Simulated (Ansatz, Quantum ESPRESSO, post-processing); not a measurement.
# Cl-SiC-Cl chair, 1 layer: response to a perpendicular field, part 5 of 5

Wanted: polarisability and gap of Cl-SiC-Cl chair, 1 layer against a perpendicular field.

Quantum ESPRESSO 7.5; plane-wave DFT, PBE, SG15 norm-conserving pseudopotentials; geometry and cross-check by Ansatz 0.2.0 with PAW datasets.

So far. Step 13 (Band structure: field 0.4 V/Å): Along this path the valence top lies at Γ and the conduction bottom at Γ. Step 14 (Valence density): The density integrates to 22.000 electrons, as the 22 of the input ask.

**15. Valence density**

File f2.rho.in:

```
&inputpp
  prefix = 'f2'
  outdir = './out'
  filplot = 'f2.rho.dat'
  plot_num = 0
/
```

The run is started by

```console
OMP_NUM_THREADS=1 mpirun -n 4 pp.x -in f2.rho.in > f2.rho.out
```

Run time: 1.5 s. Hardware: 4 MPI ranks of Intel Xeon Platinum 8488C (Sapphire Rapids), shared host; peak memory 0.11 GiB; 4.3 s of CPU time.

**16. Charge moved by a field of 0.2 V/Å**

Read from the output:

```
largest charge moved across a plane : 0.001135 e/Å²
dipole step                         : -1.117 eV
```

The planar mean oscillates, so the rows of the table below give means over windows of 1.3 Å about each position, cut where the curve ends. Its maxima inside the range that stand out by 2 % of the span (Å: e/Å³): 7.8: 9.6e-4, 9.1: -4.8e-6, 10.4: 6.2e-4, 12.0: 3.9e-4. Its minima: 8.7: -1.9e-4, 9.6: -1.5e-4, 11.0: -6.7e-4, 13.7: -8.8e-4.

The planar mean by z; means over each step:

z (Å), planar mean (e/Å³) and a bar from the least value:
```
     3.25    0.00000 #################
     4.55    0.00000 #################
     5.85    0.00003 ##################
     7.15    0.00048 ##############################
     8.45    0.00023 #######################
     9.75    0.00008 ###################
    11.05   -0.00020 ############
    12.35    0.00015 #####################
    13.65   -0.00062 
    14.95   -0.00015 #############
    16.25   -0.00001 #################
    17.55    0.00000 #################
    18.85    0.00000 #################
```

The running integral, electrons below z oscillates, so the rows of the table below give means over windows of 1 Å about each position, cut where the curve ends. Its maxima inside the range that stand out by 2 % of the span (Å: e/Å²): 8.4: 0.00103, 10.6: 0.00114, 12.5: 0.00102. Its minima: 9.9: 8.8e-4, 11.5: 7.7e-4.

Table of running integral, electrons below z by z; means over each step:

| z (Å) | running integral, electrons below z (e/Å²) |
| --- | --- |
| 4 | 6.7e-8 |
| 5 | 1.0e-6 |
| 6 | 1.6e-5 |
| 7 | 1.8e-4 |
| 8 | 8.3e-4 |
| 9 | 9.6e-4 |
| 10 | 9.5e-4 |
| 11 | 9.4e-4 |
| 12 | 9.2e-4 |
| 13 | 9.6e-4 |
| 14 | 3.7e-4 |
| 15 | 4.0e-5 |
| 16 | 2.7e-6 |
| 17 | 1.5e-7 |
| 18 | 8.2e-9 |

**17. Polarisability from the dipole between 0 and 0.1 V/A**

Numbers from this step:

```
change of slope in the vacuum : 0.10000 eV/Å
polarisability a cell         : 4.128 Å³
sheet polarisability 4πα/A    : 5.581 Å
```

The change of the potential energy, second field less first by z:

| z (Å) | change of the potential energy, second field less first (eV) |
| --- | --- |
| 0 | -0.390 |
| 1 | -0.689 |
| 2 | -0.589 |
| 3 | -0.489 |
| 4 | -0.389 |
| 5 | -0.289 |
| 6 | -0.189 |
| 7 | -0.0932 |
| 8 | -0.0322 |
| 9 | -0.0212 |
| 10 | -0.00499 |
| 11 | 0.00131 |
| 12 | 0.0260 |
| 13 | 0.0357 |
| 14 | 0.0680 |
| 15 | 0.154 |
| 16 | 0.253 |
| 17 | 0.353 |
| 18 | 0.453 |
| 19 | 0.553 |
| 20 | 0.653 |
| 21 | 0.545 |

**18. Dipole against field**

Dipole along the normal, dipole moment against applied field:

| applied field (V/Å) | dipole along the normal, dipole moment (e·Å) |
| --- | --- |
| 0.000 | -0.00904 |
| 0.100 | 0.0196 |
| 0.200 | 0.0483 |
| 0.400 | 0.106 |

**19. Cross-check with Ansatz: field 0.1 V/Å**

A second code with its own PAW datasets, on the same atoms.

Level of this step: plane-wave DFT, PBE, Ansatz PAW (Ansatz 0.2.0).

File input.yaml:

```yaml
crystal:
  lattice:
    - [3.2760218341, 0.0, 0.0]
    - [-1.638010917, 2.8371181317, 0.0]
    - [0.0, 0.0, 21.5333333333]
  atoms:
    - { symbol: Cl, position: [0.6666666667, 0.3333333333, 0.3955254861] }
    - { symbol: C, position: [0.6666666667, 0.3333333333, 0.4807741476] }
    - { symbol: Si, position: [0.3333333333, 0.6666666667, 0.506209546] }
    - { symbol: Cl, position: [0.3333333333, 0.6666666667, 0.6012369503] }
kpoints:
  mp_grid: { grid: [12, 12, 1] }
hamiltonian:
  xc: pbe
scf:
  occupations: { method: fermi_dirac, width: 0.054 }
  convergence: { dr2_threshold: 1.0e-09 }
efield:
  axis: 3
  dipole_correction: true
  ramp_position: 0.97
  ramp_width: 0.04
  amplitude: 0.1
output:
  write_potential: true
  write_density: true
  volumetric_format: npy
```

The run is started by

```console
ansatz run input.yaml --threads 4 --pin off --max-ram 8192MiB --backend cpu --events-out ev --progress --plain --runs-dir out
```

Numbers of over 12 decimals in the logs are rounded to 6 here.

What it wrote:

```text
[...]
Crystal: 4 atoms, lattice volume = 200.141 Å³
Basis set: ecut = 420 eV, 3995 PW (Γ)
Bands: 15, of which v1, the nominal top of the filled ones, is band 11 counted from 1 (10 counted from 0)
Symmetry: 6 space group operations
[...]
k-points: 19 of 144 (time reversal used)
[...]
SCF iter   1: F=—  HF=-3047.942914 eV  |F-HF|=—  |Δ(HF+E_count)|=         —  Δρ=4.42e-2  dr2=4.27e0  ethr=3.10e-3  p=0.032 e·Å  D=2.92e-2 V/Å  ΔV_dip=-0.63 eV  dr2_dipole=9.05e-3  V_vac-E_F(+/−)=6.54/5.20 eV  ⟨swp⟩=8.9  Hψ=2306  notcnv=0
[...]
SCF iter  11: F=-3046.809340 eV  HF=-3046.809340 eV  |F-HF|=2.06e-10  |Δ(HF+E_count)|=   1.74e-8  Δρ=5.36e-7  dr2=4.70e-10  ethr=4.55e-12  p=0.020 e·Å  D=1.84e-2 V/Å  ΔV_dip=-0.40 eV  dr2_dipole=6.84e-12  V_vac-E_F(+/−)=5.21/3.63 eV  ⟨swp⟩=3.1  Hψ=1201  notcnv=0
SCF 1 converged in 11 iterations: F = -3046.809340 eV  dr2 = 4.70e-10
[...]
WARN: The output density's exchange-correlation potential varies sharply where the density is thin. Do not read a vacuum level from v_tot or v_xc, or from such a field of the output density. On a cell that repeats whose density bears no net charge and no dipole along the vacuum's axis use v_es (v_loc + v_h of the components); under efield.dipole_correction with no amplitude use v_es + v_field, which holds any externa [...]
SCF converged after 11 iterations
Free energy (F): -3046.809340 eV
[...]
Internal energy: -3046.809340 eV  (E = F + TS)
E sigma→0 (E₀):  -3046.809340 eV
Fermi energy:    -0.670831 eV
Dipole field:    D = 0.018365 V/Å  (p = 0.020313 e·Å, saw-weighted, corrected)
Work function:   not extracted (applied field tilts the vacuum); planar V_es + V_field profile in the machine report
[...]
--- Band table (eV; the first three rows and the last of 19) ---
  k-point 0: bands = [... 7 lower, -3.0552, -3.0552, -1.8183, -1.8183, 0.4184, 1.2723, 3.1642, 3.6581]
  k-point 1: bands = [... 7 lower, -3.3204, -3.1072, -2.1298, -1.8797, 0.6501, 1.5395, 3.2598, 3.5558]
  k-point 2: bands = [... 7 lower, -3.9551, -3.2472, -2.8621, -2.0378, 0.9631, 1.9244, 3.4592, 3.6632]
  k-point 18: bands = [... 7 lower, -5.5502, -4.9557, -4.3377, -4.2204, 2.1638, 3.3033, 3.6629, 5.1067]
```

Wall time 1.9 s (4 threads); peak memory 0.46 GiB; 6.9 s of CPU time.

Read from the output:

- free energy: -3046.8093 eV
- Fermi energy: -0.6708 eV
- gap by band count: 2.237 eV
- dipole along the normal: 0.02031 e·Å

At 0.1 V/Å Ansatz's dipole is 0.0203 e Å against 0.0196 from pw.x.

**20. The same in Ansatz: field -0.1 V/Å**

input.yaml, as its differences from the input of step 19:

```diff
@@ -22,3 +22,3 @@
   ramp_width: 0.04
-  amplitude: 0.1
+  amplitude: -0.1
 output:
```

What it wrote:

```text
[...]
Crystal: 4 atoms, lattice volume = 200.141 Å³
Basis set: ecut = 420 eV, 3995 PW (Γ)
Bands: 15, of which v1, the nominal top of the filled ones, is band 11 counted from 1 (10 counted from 0)
Symmetry: 6 space group operations
[...]
k-points: 19 of 144 (time reversal used)
[...]
--- Band table (eV; the first three rows and the last of 19) ---
  k-point 0: bands = [... 7 lower, -3.1290, -3.1290, -1.8075, -1.8075, 0.4235, 1.2792, 3.0648, 3.7853]
  k-point 1: bands = [... 7 lower, -3.3926, -3.1795, -2.1189, -1.8697, 0.6608, 1.5406, 3.1327, 3.6113]
  k-point 2: bands = [... 7 lower, -4.0245, -3.3163, -2.8514, -2.0296, 0.9769, 1.9159, 3.3061, 3.7353]
  k-point 18: bands = [... 7 lower, -5.6031, -5.0237, -4.3282, -4.2221, 2.1750, 3.2612, 3.6164, 5.0969]
[key lines of the parts left out:]
SCF converged after 11 iterations
Free energy (F): -3046.811024 eV
Fermi energy:    -0.666590 eV
Dipole field:    D = -0.033589 V/Å  (p = -0.037151 e·Å, saw-weighted, corrected)
```

Run time: 2 s. Hardware: 4 threads; peak memory 0.47 GiB; 7.1 s of CPU time.

This step gave:

```
free energy             : -3046.8110 eV
Fermi energy            : -0.6666 eV
gap by band count       : 2.231 eV
dipole along the normal : -0.03715 e·Å
```

**21. Dipole against field, Ansatz**

Table of dipole along the normal, dipole moment by applied field:

| applied field (V/Å) | dipole along the normal, dipole moment (e·Å) |
| --- | --- |
| -0.1000 | -0.0372 |
| 0.0000 | -0.00841 |
| 0.1000 | 0.0203 |

**22. Ground state, with K_POINTS = [16, 16, 1], mixing_beta = 0.2 and electron_maxstep = 60**

How much does a setting matter? One run is repeated with a change.

Level of this step: plane-wave DFT, PBE, SG15 norm-conserving pseudopotentials (Quantum ESPRESSO 7.5).

File f1.w0.in:

```
&control
  prefix = 'f1.w0'
  outdir = './out'
  pseudo_dir = './pseudo'
  calculation = 'scf'
  tprnfor = .true.
  tefield = .true.
  dipfield = .true.
/
&system
  ibrav = 0
  nat = 4
  ntyp = 3
  ecutwfc = 60
  ecutrho = 240
  occupations = 'smearing'
  smearing = 'fd'
  degauss = 0.004
  edir = 3
  emaxpos = 0.97
  eopreg = 0.04
  eamp = 0.00194469
/
&electrons
  conv_thr = 1e-09
  mixing_beta = 0.2
  electron_maxstep = 60
  mixing_mode = 'plain'
/
ATOMIC_SPECIES
  Cl  35.4500  Cl_ONCV_PBE-1.2.upf
  C   12.0110  C_ONCV_PBE-1.2.upf
  Si  28.0850  Si_ONCV_PBE-1.2.upf
CELL_PARAMETERS angstrom
  3.27602183406676 -0.00000000000000 -0.00000000000000
  -1.63801091703338 2.83711813165431 0.00000000000000
  -0.00000000000000 -0.00000000000000 21.53333333330000
ATOMIC_POSITIONS crystal
  Cl  0.666666666667 0.333333333333 0.395525486064
  C   0.666666666667 0.333333333333 0.480774147586
  Si  0.333333333333 0.666666666667 0.506209546039
  Cl  0.333333333333 0.666666666667 0.601236950311
K_POINTS automatic
  16 16 1 0 0 0
```

The run is started by

```console
OMP_NUM_THREADS=1 mpirun -n 4 pw.x -nk 4 -in f1.w0.in > f1.w0.out
```

What it wrote:

```text
[banner, memory and clock lines left out]
Program PWSCF v.7.5 starts
[citation notice left out]

[...]
bravais-lattice index     =            0
     lattice parameter (alat)  =       6.1908  a.u.
     unit-cell volume          =    1350.6166 (a.u.)^3
     number of atoms/cell      =            4
     number of atomic types    =            3
     number of electrons       =        22.00
     number of Kohn-Sham states=           15
     kinetic-energy cutoff     =      60.0000  Ry
     charge density cutoff     =     240.0000  Ry
     scf convergence threshold =      1.0E-09
     mixing beta               =       0.2000
     number of iterations used =            8  plain     mixing
     Exchange-correlation= PBE
                           (   1   4   3   4   0   0   0)

[...]
PseudoPot. # 1 for Cl read from file:
     ./pseudo/Cl_ONCV_PBE-1.2.upf
     Pseudo is Norm-conserving, Zval =  7.0
     Generated using ONCVPSP code by D. R. Hamann
     Using radial grid of  602 points,  4 beta functions with:
                l(1) =   0
                l(2) =   0
                l(3) =   1
                l(4) =   1

     PseudoPot. # 2 for C  read from file:
     ./pseudo/C_ONCV_PBE-1.2.upf
     Pseudo is Norm-conserving, Zval =  4.0
     Generated using ONCVPSP code by D. R. Hamann
     Using radial grid of  602 points,  4 beta functions with:
                l(1) =   0
                l(2) =   0
                l(3) =   1
                l(4) =   1

     PseudoPot. # 3 for Si read from file:
     ./pseudo/Si_ONCV_PBE-1.2.upf
     Pseudo is Norm-conserving, Zval =  4.0
     Generated using ONCVPSP code by D. R. Hamann
     Using radial grid of  602 points,  4 beta functions with:
                l(1) =   0
                l(2) =   0
                l(3) =   1
                l(4) =   1

     atomic species   valence    mass     pseudopotential
     Cl                7.00    35.45000     Cl( 1.00)
     C                 4.00    12.01100     C ( 1.00)
     Si                4.00    28.08500     Si( 1.00)

     No symmetry found

[...]
number of k points=   130  Fermi-Dirac smearing, width (Ry)=  0.0040

     Number of k-points >= 100: set verbosity='high' to print them.

     Dense  grid:    84897 G-vectors     FFT dimensions: (  32,  32, 216)

     Initial potential from superposition of free atoms

     starting charge      21.9374, renormalised to      22.0000

     negative rho (up, down):  8.847E-05 0.000E+00

     Adding external electric field

     Computed dipole along edir(3) :
        Dipole                0.0143 Ry au,          0.0363 Debye
        Dipole field          0.0001 Ry au,

        E field amplitude [Ha a.u.]:  1.9447E-03
        Potential amp.        0.1415 Ry
        Total length         39.0644 bohr

     Starting wfcs are random

     per-process dynamical memory:   133.7 Mb

     Self-consistent Calculation

     iteration #  1     ecut=    60.00 Ry     beta= 0.20
     Davidson diagonalization with overlap
     ethr =  1.00E-02,  avg # of iterations = 11.8

     negative rho (up, down):  3.692E-06 0.000E+00

     Adding external electric field

     Computed dipole along edir(3) :
        Dipole                0.0034 Ry au,          0.0088 Debye
        Dipole field          0.0000 Ry au,

        E field amplitude [Ha a.u.]:  1.9447E-03
        Potential amp.        0.1494 Ry
        Total length         39.0644 bohr

     total energy              =     -79.74353156 Ry
     estimated scf accuracy    <       0.24490856 Ry

     iteration #  2     ecut=    60.00 Ry     beta= 0.20
[...]
negative rho (up, down):  2.249E-07 0.000E+00

[...]
Dipole                0.0672 Ry au,          0.1709 Debye
[...]
E field amplitude [Ha a.u.]:  1.9447E-03
[...]
total energy              =     -79.72380785 Ry
     estimated scf accuracy    <       0.10467323 Ry

     iteration #  3     ecut=    60.00 Ry     beta= 0.20
[...]
negative rho (up, down):  9.626E-08 0.000E+00

[...]
Dipole                0.0401 Ry au,          0.1020 Debye
[...]
E field amplitude [Ha a.u.]:  1.9447E-03
[...]
total energy              =     -79.73676410 Ry
     estimated scf accuracy    <       0.01481521 Ry

     iteration #  4     ecut=    60.00 Ry     beta= 0.20
[...]
negative rho (up, down):  1.618E-08 0.000E+00

[...]
Dipole                0.0442 Ry au,          0.1122 Debye
[...]
E field amplitude [Ha a.u.]:  1.9447E-03
[...]
total energy              =     -79.73716119 Ry
     estimated scf accuracy    <       0.00621155 Ry

     iteration #  5     ecut=    60.00 Ry     beta= 0.20
[...]
Dipole                0.0421 Ry au,          0.1069 Debye
[...]
E field amplitude [Ha a.u.]:  1.9447E-03
[...]
total energy              =     -79.73745585 Ry
     estimated scf accuracy    <       0.00157929 Ry

     iteration #  6     ecut=    60.00 Ry     beta= 0.20
[...]
Dipole                0.0317 Ry au,          0.0805 Debye
[...]
E field amplitude [Ha a.u.]:  1.9447E-03
[...]
total energy              =     -79.73742834 Ry
     estimated scf accuracy    <       0.00030314 Ry

[...]
iteration # 11     ecut=    60.00 Ry     beta= 0.20
[...]
Dipole                0.0372 Ry au,          0.0945 Debye
[...]
E field amplitude [Ha a.u.]:  1.9447E-03
[...]
total energy              =     -79.73751540 Ry
     estimated scf accuracy    <       0.00000026 Ry

     iteration # 12     ecut=    60.00 Ry     beta= 0.20
[...]
Dipole                0.0371 Ry au,          0.0944 Debye
[...]
E field amplitude [Ha a.u.]:  1.9447E-03
[...]
total energy              =     -79.73751546 Ry
     estimated scf accuracy    <          7.9E-09 Ry

     iteration # 13     ecut=    60.00 Ry     beta= 0.20
[...]
Dipole                0.0371 Ry au,          0.0944 Debye
[...]
E field amplitude [Ha a.u.]:  1.9447E-03
[...]
total energy              =     -79.73751546 Ry
     estimated scf accuracy    <       0.00000001 Ry

     iteration # 14     ecut=    60.00 Ry     beta= 0.20
[...]
Dipole                0.0371 Ry au,          0.0944 Debye
[...]
E field amplitude [Ha a.u.]:  1.9447E-03
[...]
End of self-consistent calculation

     Number of k-points >= 100: set verbosity='high' to print the bands.

     the Fermi energy is    -0.7540 ev

!    total energy              =     -79.73751546 Ry
     estimated scf accuracy    <          3.7E-10 Ry
     smearing contrib. (-TS)   =      -0.00000000 Ry
     internal energy E=F+TS    =     -79.73751546 Ry

     The total energy is F=E-TS. E is the sum of the following terms:
     one-electron contribution =    -618.60740831 Ry
     hartree contribution      =     313.82812566 Ry
     xc contribution           =     -17.54611351 Ry
     ewald contribution        =     242.58801232 Ry
     electric field correction =      -0.00013163 Ry

     convergence has been achieved in  14 iterations

     Forces acting on atoms (cartesian axes, Ry/au):

     atom    1 type  1   force =     0.00000004   -0.00000000   -0.00403658
     atom    2 type  2   force =    -0.00000000    0.00000002    0.00260422
     atom    3 type  3   force =     0.00000001   -0.00000002   -0.00055623
     atom    4 type  1   force =    -0.00000005   -0.00000000    0.00198858

     Total force =     0.005229     Total SCF correction =     0.000023

[...]
```

The job ended after 1.7 min (4 MPI ranks; peak memory 0.73 GiB; 6.9 min of CPU time).

Beside the run it was changed from:

| quantity | this run | unchanged run | difference |
| --- | --- | --- | --- |
| dipole along the normal (e·Å) | 0.01965 | 0.01963 | 2.1e-5 |
| free energy (eV) | -1084.884 | -1084.884 | 2.0e-5 |
| wall time (s) | 103 | 50 |  |
| SCF iterations | 14 | 8 |  |

The free energy moves by +0.0051 meV an atom.

This run starts from superposed atoms, the unchanged one from a saved density, so their iteration counts don't compare.

The physical values in this table move by up to 0.11 %.

**23. By hand**

α = Δp/E = (0.01963 − (-0.00904)) e Å / 0.1 V/Å = 0.2867 e Å²/V; times e/(4πε₀) = 14.40 V Å this is 4.128 Å³. With A = 9.294 Å², 4πα/A = 5.581 Å.

**24. Summary of results**

* polarisability along the normal, a cell: 4.13 Å³
* sheet polarisability 4πα/A: 5.58 Å
* dipole without a field: -0.009 e·Å
* Kohn-Sham ionisation potential, upper face: 5.69 eV
* gap along the path at 0 V/Å: 2.26 eV
* gap along the path at 0.2 V/Å: 2.26 eV
* gap along the path at 0.4 V/Å: 2.26 eV

In words: The sheet answers a field with a polarisability of 4.13 Å³ a cell, or 4πα/A = 5.58 Å (PBE, SG15 norm-conserving). In pw.x the dipole follows the field linearly over the range tried. A perfect conductor 5.58 Å thick would screen alike; the outer atoms lie 4.43 Å apart. At 0.1 V/Å the sheet takes 0.558 eV off the potential drop. At 0.2 V/Å the gap along the path is unchanged within 0.01 eV. Quantum ESPRESSO and Ansatz give 4.128 and 4.137 Å³ for the polarisability (pw.x from 0 and 0.1 V/Å, Ansatz from ±0.1 V/Å), which agree. The ions stay at their zero-field places, so this is the electrons' response alone. Semilocal gaps are too small, and in strong fields empty levels can belong to the vacuum.

[Logs are printed without paths, hosts, clocks, repeated set-up lines and the standing remarks that a program may print on its own settings, such as how far it seeks lower states.]

[Hosts, paths, dates, database ids (printed as entryN), source tags and the programs' standing remarks are cut or masked in the printed files.]

[Maps of the electrostatic potential energy from Ansatz leave out the sawtooth potential of an applied field or a dipole correction, so their vacuum need not be flat; planar profiles and work functions include it.]
